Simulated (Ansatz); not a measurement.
# Static equation of state of CuH8C6N2Cl2 (C2/m) (152 atoms)

The cell holds 152 atoms: 8 Cu, 64 H, 48 C, 16 N and 16 Cl. Cell: a = 12.211 Å, b = 13.429 Å, c = 9.399 Å, α = 90.1°, β = 106.8°, γ = 90.3°. It derives from CuH8C6N2Cl2 (C2/m), repeated 1×2×1. The starting structure: CuH8C6N2Cl2, space group C2/m, structure from the Crystallography Open Database, 1 x 2 x 1 conventional cells; every coordinate displaced by a Gaussian of 0.02 Å; bonds to H set to neutron lengths (C-H 1.089, N-H 1.015, O-H 0.983, B-H 1.19 Å) where the listed ones are shorter.

Calculated with Ansatz 0.2.0: Kohn-Sham DFT, LDA, PAW (set soft_2), plane waves; cutoff 420 eV, k-mesh 1×1×2, gaussian smearing of 0.05 eV. Cell and atoms were relaxed first, to V0 = 9.7043 Å³ an atom at a residual P0 = -0.012 GPa. The cell was then scaled evenly, and the atoms were relaxed at each volume.

| volume (Å³/atom) | pressure (GPa) |
| --- | --- |
| 8.7339 | 4.210 |
| 9.1221 | ? |
| 9.4132 | 0.9423 |
| 9.9954 | -0.7738 |
| 10.287 | -1.320 |

Task: Fit the third-order Birch–Murnaghan equation to the rows given and interpolate to the withheld row.

Worked fit:

Take the Eulerian strain f = ½[(V0/V)^(2/3) − 1] and the normalised pressure F = (P − P0) / [3f(1 + 2f)^(5/2)]. The third-order Birch–Murnaghan equation is then the line F = B0 + (3/2)B0(B′ − 4) f, so u = f and v = F.

```
      u = f  v = F (GPa)
  0.0363832      32.4525
  0.0102569      29.4792
-0.00975641      27.3389
 -0.0190505      25.2272
```

With n = 4: mean u = 0.00445831, mean v = 28.6244, Σ(u − ū)² = 0.0018075, Σ(u − ū)(v − v̄) = 0.22531. Slope b = 0.22531 / 0.0018075 = 124.65; intercept a = v̄ − b ū = 28.069.

So B0 = a = 28.1 GPa and B′ = 4 + 2b/(3a) = 6.96. At the withheld volume f = 0.02106, F = a + b f = 30.69 GPa, and P = P0 + 3f(1 + 2f)^(5/2) F.

Prediction at 9.1221: 2.137 GPa. The run gave 2.167 GPa, so the fit is low by 0.030 GPa (1.4 % of the value).

The series isn't one smooth equation of state: an atom moves over 0.5 Å in some relaxation. B0 and B′ are then only the numbers of this fit, not moduli of the material. Among the rows given, the largest miss of the fit is at 10.287, by 0.024 GPa (0.44 % of the range of the table).

Limits: Static cells at zero temperature; the cell shape is held. The program notes that the SCF threshold of these relaxations is loose for the stress. The functional has no dispersion term, which matters for the binding between molecules or layers, where LDA binds through overlap of densities alone. The main run has no spin polarisation, so moments on Cu can't form in it, and no Hubbard term.

[Long decimals in the printed logs are rounded to 6 places.]

[Logs are printed without paths, hosts, clocks, repeated set-up lines and the standing remarks that a program may print on its own settings, such as how far it seeks lower states.]

[Hosts, paths, dates, database ids (printed as entryN), source tags and the programs' standing remarks are cut or masked in the printed files.]
